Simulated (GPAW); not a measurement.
# CsGeBr3 (R3m): one start, several treatments of the self-energy

How much does the gap of CsGeBr3 (R3m) depend on the approximation to the self-energy?

Calculated with GPAW 26.7.0; LDA and many-body steps on it, plane waves.

## (1) The structure

Symmetry: R3m, No. 160, trigonal system. Conventional cell: a = 7.939 Å, b = 7.939 Å, c = 10.005 Å, α = 90.00°, β = 90.00°, γ = 120.00°. Nearest to Cs lie 12 Br at 3.97 to 4.09 Å. Nearest to Ge lie 6 Br at 2.55 to 3.14 Å. Nearest to Br lie 2 Ge at 2.55 to 3.14 Å and 4 Cs at 3.97 to 4.09 Å. Farther neighbours and most contacts between anions are not listed.

Structure file:

```cif
data_structure
_symmetry_space_group_name_H-M 'R3m:H'
_symmetry_Int_Tables_number 160
_cell_length_a 7.9386
_cell_length_b 7.9386
_cell_length_c 10.0049
_cell_angle_alpha 90.000
_cell_angle_beta 90.000
_cell_angle_gamma 120.000
_cell_volume 546.04
loop_
_atom_site_label
_atom_site_type_symbol
_atom_site_symmetry_multiplicity
_atom_site_Wyckoff_symbol
_atom_site_fract_x
_atom_site_fract_y
_atom_site_fract_z
_atom_site_occupancy
Cs1 Cs 3 a 0.33333 0.66667 0.66797 1
Ge1 Ge 3 a 0.33333 0.66667 0.14375 1
Br1 Br 9 b 0.01546 0.50773 0.01320 1
```

The cell and positions are those that the Materials Project relaxed with its own functionals (PBE, PBE+U or r2SCAN), kept fixed. Spin-orbit coupling is left out unless a step names it.

## (2) Empty states on the mesh, 2×2×2 mesh, 622 bands

This step: GPAW 26.7.0; DFT, LDA, plane waves, PAW.

The sums over transitions need many empty states on a uniform mesh; this step solves for them.

Contents of run.py:

```python
import json
import numpy as np
from gpaw.mpi import world
from gpaw import GPAW

calc = GPAW('gs.gpw').fixed_density(kpts={'size': (2, 2, 2), 'gamma': True},
    parallel={'domain': 1, 'band': 1},
    txt='nscf.txt')
calc.diagonalize_full_hamiltonian(nbands=622)
calc.write('full.gpw', mode='all')
res = {}
kpts = calc.get_ibz_k_points()
res['kpts'] = kpts
res['eigenvalues'] = [calc.get_eigenvalues(kpt=k) for k in range(len(kpts))]
res['n_electrons'] = calc.get_number_of_electrons()

if world.rank == 0:
    with open('result.json', 'w') as f:
        json.dump(res, f, default=lambda x: x.tolist())
```

Launch:

```
$ mpirun -n 4 gpaw python run.py
```

Numbers of over 12 decimals in the logs are rounded to 6 here.

The log of the run:

```text
Diagonalizing LCAO Hamiltonian
Converting LCAO to pw mode
convergence criteria:
- Maximum integral of absolute [eigenst]ate change: 4e-08 eV^2 / valence electron
maximum number of iterations: 100

SCF iterations
|iter     |     time |      energy | eigst |  dens |
|iter:   1|  |             | +0.63 |       |
|iter:   2|  |             | -0.57 |       |
|iter:   3|  |             | -1.56 |       |
[...]
|iter:  22|  |             | -6.87 |       |
|iter:  23|  |             | -7.31 |       |
|iter:  24|  |             | -7.58c|       |
SCF steps: 24
  __  _  _
 | _ |_)|_||  |
 |__||  | ||/\| - 26.7.0

Input parameters:
  mode=PW(ecut=450.000000),
  convergence={'density': 1e-06, 'bands': -3},
  gpts=array([28, 28, 28]),
  kpts=MonkhorstPack(size=(2, 2, 2), gamma=True),
  maxiter=100,
  nbands=25,
  occupations=Occupations(name='fermi-dirac', width=0.001, fixmagmom=False),
  parallel={'domain': 1, 'band': 1},
  xc=XC(name='LDA')
Matrix size: 3929x3929
# Writing to full.gpw (mode='all')
  [... matrices ...]

timing:  # [seconds]
  Total: 52.439  # ━━━━━━━━━━━━━━━━━━━━━━━━━━━━━━━━━━━━━━━━━━━━━━━━━━━━━━━━━━
```

Run time: 57 s. Hardware: 4 MPI ranks of Arm Neoverse V2, shared host; peak memory 4.6 GiB; 3.8 min of CPU time.

This step gave:

```yaml
gap: 1.102 eV
k_of_the_valence_top: 0.5, 0.5, 0.5
k_of_the_conduction_bottom: 0.5, 0.5, 0.5
least_direct_gap: 1.102 eV
k_points_computed: 4
lowest_point_of_the_top_converged_band_above_the_valence_top: 122.3787 eV
```

On this mesh the gap is 1.102 eV.

## (3) G0W0, Godby-Needs plasmon pole

Now the one-shot GW correction: screening in the RPA, then the self-energy of the levels asked for.

This step: G0W0 on LDA, plane waves, PAW.

Contents of run.py:

```python
import json
import numpy as np
from gpaw.mpi import world
from gpaw.response.g0w0 import G0W0

gw = G0W0('full.gpw',
    filename='gw',
    kpts=[0, 3],
    bands=(15, 19),
    ecut=78,
    nbands=284,
    integrate_gamma='WS',
    ppa=True)
gw.calculate()
res = {mode: {k: v for k, v in r.items() if k != 'sigma_eskwn'}
       for mode, r in gw.all_results.items()}

if world.rank == 0:
    with open('result.json', 'w') as f:
        json.dump(res, f, default=lambda x: x.tolist())
```

Launch:

```
$ mpirun -n 4 gpaw python run.py
```

The log of the run:

```text
Using integrator: PointIntegrator
FrequencyGridDescriptor(from 0.000+0.000j to 0.000+27.211j eV, 2 points)
Nonperiodic BCs:  [False False False]
Using integrator: PointIntegrator
FrequencyGridDescriptor(from 0.000+0.000j to 0.000+27.211j eV, 2 points)
Nonperiodic BCs:  [False False False]
  ___  _ _ _
 |   || | | |
 | | || | | |
 |__ ||_____|
 |___|

BZ k-points: Symmetries present (total): 6

  [... matrices ...]
8 k-points: 2 x 2 x 2 Monkhorst-Pack grid + [1/4,1/4,1/4]
4 k-points in the irreducible part of the Brillouin zone
       k-points in crystal coordinates                weights
   0:     0.00000000    0.00000000    0.00000000          1/8
   1:     0.50000000    0.00000000    0.00000000          3/8
   2:     0.50000000    0.50000000    0.00000000          3/8
   3:     0.50000000    0.50000000    0.50000000          1/8

Distributing spins, k-points and bands (1 x 2 x 4) over 4 processes
Number of blocks: 1

Quasi particle states:
k-points (IBZ indices): [0, 3]
Band range: (15, 19)
  [... matrices ...]
Computational parameters:
Plane wave cut-off: 78 eV
Number of bands: 284
Coulomb cutoff: None
Broadening: 0.1 eV

fxc modes: GW
Kernel: RPA
Using Godby-Needs plasmon-pole approximation:
  Fitting energy: i*E0, E0 = 1.000 Hartree
Summing all q:

Calculating screened Coulomb potential
No Coulomb truncation
FrequencyGridDescriptor(from 0.000+0.000j to 0.000+27.211j eV, 2 points)
Removing empty qpoint cache files...

Calculating chi0 body with:
    Ground state adapter containing:
    Number of spins: 1
    Number of kpoints: 8
    Number of irreducible kpoints: 4
    Number of completely occupied states: 17
    Number of partially occupied states: 17
    Occupied states memory: 5.6943359375 M / cpu

    Linear response parametrization:
    q_c: [0.0, 0.0, 0.0]
    Number of frequency points: 2
    Planewave cutoff: 78.0
    Number of bands: 284
    Number of planewaves: 263
    Broadening (eta): 1e-06
    comm.size: 4
    kncomm.size: 4
    blockcomm.size: 1

    Memory estimate of potentially large arrays:
        chi0_wGG: 2.110870 M / cpu
Integrating chi0 body.

Symmetries of q_c:
    Direct symmetries (Uq -> q): 6
    Indirect symmetries (TUq -> q): 6
In total 12 allowed symmetries.

  [... matrices ...]
4 groups of equivalent kpoints. 50.0% reduction.

Integral kind: response function
Integrating chi0 head and wings.

Symmetries of q_c:
    Direct symmetries (Uq -> q): 6
    Indirect symmetries (TUq -> q): 6
In total 12 allowed symmetries.

  [... matrices ...]
4 groups of equivalent kpoints. 50.0% reduction.

Integral kind: response function wings

Calculating chi0 body with:
    Ground state adapter containing:
    Number of spins: 1
    Number of kpoints: 8
    Number of irreducible kpoints: 4
    Number of completely occupied states: 17
    Number of partially occupied states: 17
    Occupied states memory: 5.6943359375 M / cpu

    Linear response parametrization:
[... the further q-points ...]

Results:
f:      Occupation numbers
eps:     KS-eigenvalues [eV]
vxc:     KS vxc [eV]
exx:     Exact exchange [eV]
sigma:   Self-energies [eV]
dsigma:  Self-energy derivatives
Z:       Renormalization factors
qp:      QP-energies [eV]

k-point 0 (0): (0.000, 0.000, 0.000)                GW
band       f     eps     vxc     exx   sigma  dsigma       Z      qp
                                                                   GW
  15   1.000   0.427 -16.009 -19.467   2.617  -0.281   0.781  -0.229
  16   1.000   0.479 -15.890 -19.263   2.558  -0.282   0.780  -0.157
  17   0.000   5.326  -8.458  -4.186  -3.529  -0.199   0.834   5.946
  18   0.000   6.299  -7.760  -3.550  -3.488  -0.199   0.834   6.901

k-point 1 (3): (0.500, 0.500, 0.500)                GW
band       f     eps     vxc     exx   sigma  dsigma       Z      qp
                                                                   GW
  15   1.000   0.813 -16.261 -19.779   2.663  -0.280   0.781   0.146
  16   1.000   2.576 -17.043 -18.722   1.499  -0.269   0.788   2.435
  17   0.000   3.679 -12.640  -8.138  -3.364  -0.248   0.801   4.591
  18   0.000   3.899 -12.378  -7.886  -3.395  -0.249   0.800   4.777
```

Elapsed: 28 s, on 4 MPI ranks; peak memory 1.6 GiB; 1.8 min of CPU time.

Numbers from this step:

```yaml
g0w0_gap_on_the_points_computed: 2.156 eV
least_direct_g0w0_gap_on_the_computed_points: 2.156 eV
z_at_the_valence_top: 0.7882
z_at_the_conduction_bottom: 0.8011
starting_gap_on_the_mesh: 1.102 eV
k_of_the_valence_top: 0.5, 0.5, 0.5
k_of_the_conduction_bottom: 0.5, 0.5, 0.5
```

The gap on the mesh goes from 1.10 eV to 2.16 eV, a correction of +1.05 eV.

## (4) One-shot HSE06

This step: one-shot HSE06 levels on LDA orbitals, plane waves, PAW.

Contents of run.py:

```python
import json
import numpy as np
from gpaw.mpi import world
from gpaw.hybrids.eigenvalues import non_self_consistent_eigenvalues

dft, vxc, vxc_hyb = non_self_consistent_eigenvalues('full.gpw', 'HSE06', 15, 19, kpt_indices=[0, 3])
res = {'dft': dft[0], 'hybrid': (dft - vxc + vxc_hyb)[0]}
if world.rank == 0:
    with open('hybrid.txt', 'w') as f:
        for k, e0, e1 in zip([0, 3], res['dft'], res['hybrid']):
            print(k, ' '.join(f'{x:9.4f}' for x in e0), '|', ' '.join(f'{x:9.4f}' for x in e1), file=f)

if world.rank == 0:
    with open('result.json', 'w') as f:
        json.dump(res, f, default=lambda x: x.tolist())
```

Launch:

```
$ mpirun -n 4 gpaw python run.py
```

The log of the run:

```text
IBZ(<points: 4, symmetries: 6>)
Occupied bands: 17
Transforming wave functions from IBZ to BZ: 0.006 seconds
Distributing wave functions and iFFT-ing to real space: 0.027 seconds
Calculating eigenvalues:
  k-points: 2
  Bands: 15-18 (inclusive)
  Seconds: 0.204 (wave-function broadcasting: 0.011 seconds)
HSE06-eigenvalue shifts:
  min: -0.642 eV
  ave: 0.134 eV
  max: 0.836 eV
```

Wall time 2.8 s (4 MPI ranks); peak memory 0.82 GiB.

This step gave:

```
starting gap on the mesh                       : 1.102 eV
hybrid gap on the mesh                         : 1.987 eV
least direct hybrid gap on the computed points : 1.987 eV
```

## (5) G0W0, extrapolated in the cutoff

This step: G0W0 on LDA, plane waves, PAW.

Contents of run.py:

```python
import json
import numpy as np
from gpaw.mpi import world
from gpaw.response.g0w0 import G0W0

gw = G0W0('full.gpw',
    filename='gw',
    kpts=[0, 3],
    bands=(15, 19),
    ecut=130.0,
    integrate_gamma='WS',
    ppa=True,
    ecut_extrapolation=True)
gw.calculate()
res = {mode: {k: v for k, v in r.items() if k != 'sigma_eskwn'}
       for mode, r in gw.all_results.items()}

if world.rank == 0:
    with open('result.json', 'w') as f:
        json.dump(res, f, default=lambda x: x.tolist())
```

Launch:

```
$ mpirun -n 4 gpaw python run.py
```

The log of the run:

```text
Using integrator: PointIntegrator
FrequencyGridDescriptor(from 0.000+0.000j to 0.000+27.211j eV, 2 points)
Nonperiodic BCs:  [False False False]
Using integrator: PointIntegrator
FrequencyGridDescriptor(from 0.000+0.000j to 0.000+27.211j eV, 2 points)
Nonperiodic BCs:  [False False False]
  ___  _ _ _
 |   || | | |
 | | || | | |
 |__ ||_____|
 |___|

BZ k-points: Symmetries present (total): 6

  [... matrices ...]
8 k-points: 2 x 2 x 2 Monkhorst-Pack grid + [1/4,1/4,1/4]
4 k-points in the irreducible part of the Brillouin zone
       k-points in crystal coordinates                weights
   0:     0.00000000    0.00000000    0.00000000          1/8
   1:     0.50000000    0.00000000    0.00000000          3/8
   2:     0.50000000    0.50000000    0.00000000          3/8
   3:     0.50000000    0.50000000    0.50000000          1/8

Distributing spins, k-points and bands (1 x 2 x 4) over 4 processes
Number of blocks: 1

Quasi particle states:
k-points (IBZ indices): [0, 3]
Band range: (15, 19)
  [... matrices ...]
Computational parameters:
Extrapolating to infinite plane wave cut-off using points at:
  112.031 eV
  120.183 eV
  130.000 eV
Number of bands: 612
Coulomb cutoff: None
Broadening: 0.1 eV

fxc modes: GW
Kernel: RPA
Using Godby-Needs plasmon-pole approximation:
  Fitting energy: i*E0, E0 = 1.000 Hartree
Summing all q:

Calculating screened Coulomb potential
No Coulomb truncation
FrequencyGridDescriptor(from 0.000+0.000j to 0.000+27.211j eV, 2 points)
Removing empty qpoint cache files...

Calculating chi0 body with:
    Ground state adapter containing:
    Number of spins: 1
    Number of kpoints: 8
    Number of irreducible kpoints: 4
    Number of completely occupied states: 17
    Number of partially occupied states: 17
[...]
chi0_wGG: 11.693146 M / cpu
Integrating chi0 body.

Symmetries of q_c:
    Direct symmetries (Uq -> q): 6
    Indirect symmetries (TUq -> q): 6
In total 12 allowed symmetries.

  [... matrices ...]
4 groups of equivalent kpoints. 50.0% reduction.

Integral kind: response function
Integrating chi0 head and wings.

Symmetries of q_c:
    Direct symmetries (Uq -> q): 6
    Indirect symmetries (TUq -> q): 6
In total 12 allowed symmetries.

  [... matrices ...]
4 groups of equivalent kpoints. 50.0% reduction.

Integral kind: response function wings

Calculating chi0 body with:
    Ground state adapter containing:
    Number of spins: 1
    Number of kpoints: 8
    Number of irreducible kpoints: 4
    Number of completely occupied states: 17
    Number of partially occupied states: 17
    Occupied states memory: 5.6943359375 M / cpu

    Linear response parametrization:
[... the further q-points ...]
Extrapolating selfenergy to infinite energy cutoff:
  Performing linear fit to 3 points
  Warning: Bad quality of linear fit for some (n,k).
           Higher cutoff might be necessary.
  Minimum R^2 = 0.7295. (R^2 Should be close to 1)
  [... matrices ...]
Results:
f:      Occupation numbers
eps:     KS-eigenvalues [eV]
vxc:     KS vxc [eV]
exx:     Exact exchange [eV]
sigma:   Self-energies [eV]
dsigma:  Self-energy derivatives
Z:       Renormalization factors
qp:      QP-energies [eV]

k-point 0 (0): (0.000, 0.000, 0.000)                GW
band       f     eps     vxc     exx   sigma  dsigma       Z      qp
                                                                   GW
  15   1.000   0.427 -16.009 -19.467   2.040  -0.289   0.776  -0.673
  16   1.000   0.479 -15.890 -19.263   1.988  -0.290   0.775  -0.594
  17   0.000   5.326  -8.458  -4.186  -3.685  -0.200   0.833   5.815
[...]
k-point 1 (3): (0.500, 0.500, 0.500)                GW
band       f     eps     vxc     exx   sigma  dsigma       Z      qp
                                                                   GW
[...]
17   0.000   3.679 -12.640  -8.138  -3.659  -0.251   0.799   4.353
  18   0.000   3.899 -12.378  -7.886  -3.687  -0.253   0.798   4.542
```

Wall time 4.6 min (4 MPI ranks); peak memory 2.6 GiB; 19 min of CPU time.

Numbers from this step:

* quasiparticle gap on the points computed: 2.339 eV
* least direct quasiparticle gap on the computed points: 2.339 eV
* Z at the valence top: 0.7837
* Z at the conduction bottom: 0.7993
* starting gap on the mesh: 1.102 eV
* k of the valence top: 0.5, 0.5, 0.5
* k of the conduction bottom: 0.5, 0.5, 0.5
* gaps at the cutoffs of the extrapolation: 2.222, 2.233, 2.245 eV

Against G0W0 in GPAW (2×2×2 mesh, 284 bands, screening to 78 eV, Godby-Needs plasmon pole), the gap moves by +0.183 eV.

## (6) One-shot Hartree-Fock

This step: one-shot Hartree-Fock levels on LDA orbitals, plane waves, PAW.

Contents of run.py:

```python
import json
import numpy as np
from gpaw.mpi import world
from gpaw.hybrids.eigenvalues import non_self_consistent_eigenvalues

dft, vxc, vxc_hyb = non_self_consistent_eigenvalues('full.gpw', 'EXX', 15, 19, kpt_indices=[0, 3])
res = {'dft': dft[0], 'hybrid': (dft - vxc + vxc_hyb)[0]}
if world.rank == 0:
    with open('hybrid.txt', 'w') as f:
        for k, e0, e1 in zip([0, 3], res['dft'], res['hybrid']):
            print(k, ' '.join(f'{x:9.4f}' for x in e0), '|', ' '.join(f'{x:9.4f}' for x in e1), file=f)

if world.rank == 0:
    with open('result.json', 'w') as f:
        json.dump(res, f, default=lambda x: x.tolist())
```

Launch:

```
$ mpirun -n 4 gpaw python run.py
```

The log of the run:

```text
IBZ(<points: 4, symmetries: 6>)
Occupied bands: 17
Transforming wave functions from IBZ to BZ: 0.006 seconds
Distributing wave functions and iFFT-ing to real space: 0.027 seconds
Calculating eigenvalues:
  k-points: 2
  Bands: 15-18 (inclusive)
  Seconds: 0.260 (wave-function broadcasting: 0.012 seconds)
HSE06-eigenvalue shifts:
  min: -3.518 eV
  ave: 0.681 eV
  max: 4.502 eV
```

Elapsed: 2.5 s, on 4 MPI ranks; peak memory 0.83 GiB; 9.6 s of CPU time.

Numbers from this step:

- starting gap on the mesh: 1.102 eV
- hybrid gap on the mesh: 7.284 eV
- least direct hybrid gap on the computed points: 7.284 eV

## (7) G0W0, full frequency, Hilbert transform

This step: G0W0 on LDA, plane waves, PAW.

Contents of run.py:

```python
import json
import numpy as np
from gpaw.mpi import world
from gpaw.response.g0w0 import G0W0

gw = G0W0('full.gpw',
    filename='gw',
    kpts=[0, 3],
    bands=(15, 19),
    ecut=78,
    nbands=284,
    integrate_gamma='WS',
    frequencies={'type': 'nonlinear', 'domega0': 0.1, 'omega2': 15.0},
    eta=0.1,
    nblocksmax=True)
gw.calculate()
res = {mode: {k: v for k, v in r.items() if k != 'sigma_eskwn'}
       for mode, r in gw.all_results.items()}

if world.rank == 0:
    with open('result.json', 'w') as f:
        json.dump(res, f, default=lambda x: x.tolist())
```

Launch:

```
$ mpirun -n 4 gpaw python run.py
```

The log of the run:

```text
Using integrator: PointIntegrator
NonLinearFrequencyDescriptor(from 0.000 to 93.458 eV, 262 points)
Nonperiodic BCs:  [False False False]
Using integrator: PointIntegrator
NonLinearFrequencyDescriptor(from 0.000 to 93.458 eV, 262 points)
Nonperiodic BCs:  [False False False]
  ___  _ _ _
 |   || | | |
 | | || | | |
 |__ ||_____|
 |___|

BZ k-points: Symmetries present (total): 6

  [... matrices ...]
8 k-points: 2 x 2 x 2 Monkhorst-Pack grid + [1/4,1/4,1/4]
4 k-points in the irreducible part of the Brillouin zone
       k-points in crystal coordinates                weights
[...]
GW
  15   1.000   0.427 -16.009 -19.467   2.602  -0.371   0.730  -0.197
  16   1.000   0.479 -15.890 -19.263   2.549  -0.380   0.725  -0.118
  17   0.000   5.326  -8.458  -4.186  -3.478  -0.246   0.803   5.963
[...]
k-point 1 (3): (0.500, 0.500, 0.500)                GW
band       f     eps     vxc     exx   sigma  dsigma       Z      qp
                                                                   GW
[...]
17   0.000   3.679 -12.640  -8.138  -3.320  -0.328   0.753   4.569
  18   0.000   3.899 -12.378  -7.886  -3.352  -0.322   0.757   4.761
```

The job ended after 2.1 min (4 MPI ranks; peak memory 2.8 GiB).

This step gave:

* G0W0 gap on the points computed: 2.123 eV
* least direct G0W0 gap on the computed points: 2.123 eV
* starting gap on the mesh: 1.102 eV
* k of the valence top: 0.5, 0.5, 0.5
* k of the conduction bottom: 0.5, 0.5, 0.5

Against G0W0 in GPAW (2×2×2 mesh, 284 bands, screening to 78 eV, Godby-Needs plasmon pole), the gap moves by −0.033 eV.

## (8) Side by side

Times are wall times on 4 MPI ranks of Arm Neoverse V2, shared host, good to a factor of about two.

| run | mesh | bands | screening cutoff (eV) | DFT gap (eV) | gap on the mesh (eV) | direct (eV) | time |
| --- | --- | --- | --- | --- | --- | --- | --- |
| G0W0, Godby-Needs plasmon pole | 2×2×2 | 284 | 78 | 1.102 | 2.156 | 2.156 | 28 s |
| one-shot HSE06 | 2×2×2 | - | - | 1.102 | 1.987 | 1.987 | 2.8 s |
| G0W0, extrapolated in the cutoff | 2×2×2 | - | 130 | 1.102 | 2.339 | 2.339 | 4.6 min |
| one-shot Hartree-Fock | 2×2×2 | - | - | 1.102 | 7.284 | 7.284 | 2.5 s |
| G0W0, full frequency, Hilbert transform | 2×2×2 | 284 | 78 | 1.102 | 2.123 | 2.123 | 2.1 min |

## (9) Outcome

```json
{
  "G0W0, Godby-Needs plasmon pole": "2.156 eV",
  "one-shot HSE06": "1.987 eV",
  "G0W0, extrapolated in the cutoff": "2.339 eV",
  "one-shot Hartree-Fock": "7.284 eV",
  "G0W0, full frequency, Hilbert transform": "2.123 eV",
  "known limits": "not at the basis limit; no spin-orbit coupling; coarse k mesh"
}
```

In words: One-shot HSE06: −0.169 eV against G0W0, Godby-Needs plasmon pole. G0W0, extrapolated in the cutoff: +0.183 eV against G0W0, Godby-Needs plasmon pole, at other bands or cutoff, so not like for like. One-shot Hartree-Fock: +5.128 eV against G0W0, Godby-Needs plasmon pole. G0W0, full frequency, Hilbert transform: −0.033 eV against G0W0, Godby-Needs plasmon pole. Bare exchange alone opens the gap to 7.28 eV; against G0W0, correlation takes back 5.13 eV. One-shot hybrid levels are evaluated on the LDA orbitals. Bands and cutoff are finite, so the gap is not at the basis limit. The miss can reach some tenths of an eV and take either sign; the mesh is an error of its own. These stock PAW sets were not made for GW; the filled d or f shell of Br and Ge lies in the frozen core, which bears on start and correction. In the G0W0 runs levels were corrected at 2 k points alone, so a gap called «on the mesh» is the least over those, and an edge elsewhere would be missed. The program warns of a poor linear fit in the extrapolation of some level, so the extrapolated values are rough. The 2×2×2 mesh is coarse for this cell, which bears on the long-range parts of exchange and screening. The many-body steps are scalar-relativistic: spin-orbit coupling is not in them.

[Paths, hosts, dates, memory and timing lines, banners, echoed tables and standing remarks are left out of the program output.]

[Logs are printed without paths, hosts, clocks, repeated set-up lines and the standing remarks that a program may print on its own settings, such as how far it seeks lower states.]

[Runs of the session that timed out or met a known fault of the program may be left out.]

[Hosts, paths, dates, database ids (printed as entryN), source tags and the programs' standing remarks are cut or masked in the printed files.]
